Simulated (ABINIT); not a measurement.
# YHSe (P-6m2): changed settings of a GW run in ABINIT

What do changed inputs do to GW on YHSe (P-6m2)?

Method: LDA and many-body steps on it, plane waves, in ABINIT 10.8.3.

Most raw output is cut from this account.

### Step 1. The starting structure

Symmetry: P-6m2, No. 187, hexagonal system. Conventional cell: a = 3.841 Å, b = 3.841 Å, c = 3.916 Å, α = 90.00°, β = 90.00°, γ = 120.00°. Nearest to Y lie 3 H at 2.22 Å and 6 Se at 2.96 Å. Nearest to H lie 3 Y at 2.22 Å. Nearest to Se lie 6 H at 2.96 Å and 6 Y at 2.96 Å. Farther neighbours and most contacts between anions are not listed.

The cell and positions are those that the Materials Project relaxed with its own functionals (PBE, PBE+U or r2SCAN), kept fixed.

### Step 2. Screening, 3×3×4 mesh, 51 bands, screening to 122.5 eV

This step: ABINIT 10.8.3; RPA screening on LDA, plane waves, norm-conserving pseudopotentials.

The RPA dielectric matrix is built and inverted for each q.

run.abi

```
acell 3*1.0 Angstrom
rprim 
  3.840931335803 -0.000000000001 0.000000000000
  -1.920465667901 3.326344110998 0.000000000000
  0.000000000000 0.000000000000 3.915549560000
ntypat 3
znucl 39 1 34
natom 3
typat 1 2 3
xred 
  0.000000000000 0.000000000000 0.000000000000
  0.333333333333 0.666666666667 0.000000000000
  0.666666666667 0.333333333333 0.500000000000
pp_dirpath "pseudos"
pseudos "Y.upf, H.upf, Se.upf"
ecut 39
ngkpt 3 3 4
nshiftk 1
shiftk 0 0 0
kptopt 1
chksymbreak 0
istwfk *1
occopt 1
irdwfk 1
optdriver 3
nband 51
ecuteps 4.5
inclvkb 2
awtr 1
symchi 1
indata_prefix "in"
outdata_prefix "out"
tmpdata_prefix "tmp"
```

Command:

```bash
> OMP_NUM_THREADS=1 mpirun -n 4 abinit run.abi > log
```

Run time: 14 s. Hardware: 4 MPI ranks of Intel Xeon Platinum 8375C at 2.90GHz (Ice Lake), shared host; peak memory 0.59 GiB; 54 s of CPU time.

This step gave:

```yaml
eps_infinity_with_local_fields_on_this_mesh_along_the_program_s_q_direction: 11.44
the_same_without_local_fields: 12.64
plasma_frequency: 27.78 eV
plane_waves_in_the_screening_matrix: 151
```

Local fields lower ε∞ by 9 %. On a Γ-centred mesh this coarse the value itself is usually too large, while a short band sum pulls it down.

### Step 3. Base

The self-energy is evaluated for the states that the input lists, and the levels follow from it, in one-shot runs by the linearised quasiparticle equation.

This step: G0W0 on LDA, plane waves, norm-conserving pseudopotentials.

Changes to run.abi since step 2:

```diff
@@ -24,8 +24,17 @@
 irdwfk 1
-optdriver 3
+optdriver 4
 nband 51
+gwcalctyp 0
+ecutsigx 39
+symsigma 1
+nkptgw 2
+kptgw 
+  0.0000000000 0.0000000000 0.5000000000
+  0.0000000000 0.0000000000 0.0000000000
+bdgw 
+  12 16
+  13 17
 ecuteps 4.5
-inclvkb 2
-awtr 1
-symchi 1
+irdscr 1
+ppmodel 1
 indata_prefix "in"
```

It took 5 s on 4 MPI ranks; peak memory 0.51 GiB; 19 s of CPU time.

This step gave:

```
G0W0 gap on the points computed              : 2.59 eV
starting gap on the mesh                     : 1.365 eV
k of the valence top                         : 0, 0, 0.5
k of the conduction bottom                   : 0, 0, 0
Z at the valence top                         : 0.8
Z at the conduction bottom                   : 0.816
least direct G0W0 gap on the computed points : 3.270 eV
```

The gap on the mesh goes from 1.36 eV to 2.59 eV, a correction of +1.23 eV.

### Step 4. Coulomb singularity

Changes to run.abi since step 3:

```diff
@@ -39,2 +39,3 @@
 ppmodel 1
+gw_icutcoul 7
 indata_prefix "in"
```

Elapsed: 7.3 s, on 4 MPI ranks; peak memory 0.56 GiB; 28 s of CPU time.

This step gave:

```yaml
g0w0_gap_on_the_points_computed: 2.596 eV
starting_gap_on_the_mesh: 1.365 eV
k_of_the_valence_top: 0, 0, 0.5
k_of_the_conduction_bottom: 0, 0, 0
z_at_the_valence_top: 0.798
z_at_the_conduction_bottom: 0.814
least_direct_g0w0_gap_on_the_computed_points: 3.275 eV
```

Against G0W0 in ABINIT (3×3×4 mesh, 51 bands, screening to 122.5 eV, Godby-Needs plasmon pole), the gap moves by +0.006 eV.

### Step 5. The runs together

Times are wall times on 4 MPI ranks of Intel Xeon Platinum 8375C at 2.90GHz (Ice Lake), shared host, good to a factor of about two. A run's time includes the screening step that it read.

| run | mesh | bands | screening cutoff (eV) | DFT gap (eV) | gap on the mesh (eV) | direct (eV) | ε∞ used | time |
| --- | --- | --- | --- | --- | --- | --- | --- | --- |
| base | 3×3×4 | 51 | 122.5 | 1.365 | 2.590 | 3.270 | 11.44 | 19 s |
| Coulomb singularity | 3×3×4 | 51 | 122.5 | 1.365 | 2.596 | 3.275 | 11.44 | 21 s |

### Step 6. Summary of results

```json
{"base": "2.590 eV", "Coulomb singularity": "2.596 eV", "known limits": "not at the basis limit; exchange with frozen shells missing; no spin-orbit coupling; coarse k mesh"}
```

**Reading.** Coulomb singularity: +0.006 eV against base (keys changed: gw_icutcoul). Bands and cutoff are finite, so the gap is not at the basis limit. The miss can reach some tenths of an eV and take either sign; the mesh is an error of its own. In the G0W0 runs levels were corrected at 2 k points alone, so a gap called «on the mesh» is the least over those, and an edge elsewhere would be missed. The 3×3×4 mesh is coarse for this cell, which bears on the long-range parts of exchange and screening. The norm-conserving file of at least one element keeps a d shell over frozen s and p shells of the same row. Exchange with those shells is missing from the self-energy, an error of 0.3 to 0.9 eV in cases checked, whose sign depends on which edge lies on those atoms. The many-body steps are scalar-relativistic: spin-orbit coupling is not in them.

[Paths, hosts, dates, memory and timing lines, banners, echoed tables and standing remarks are left out of the program output.]

[Logs are printed without paths, hosts, clocks, repeated set-up lines and the standing remarks that a program may print on its own settings, such as how far it seeks lower states.]

[Runs of the session that timed out or met a known fault of the program may be left out.]

[Hosts, paths, dates, database ids (printed as entryN), source tags and the programs' standing remarks are cut or masked in the printed files.]

[G0W0 gaps are taken among the corrected bands and points alone; a level outside them can change the order at an edge.]

[Where Ansatz stands beside ABINIT at settings called matched, ABINIT's density can come from a denser mesh and the files from another edition; pairs whose starting gaps differed by over 0.03 eV were left out, so agreement reads better than it is.]
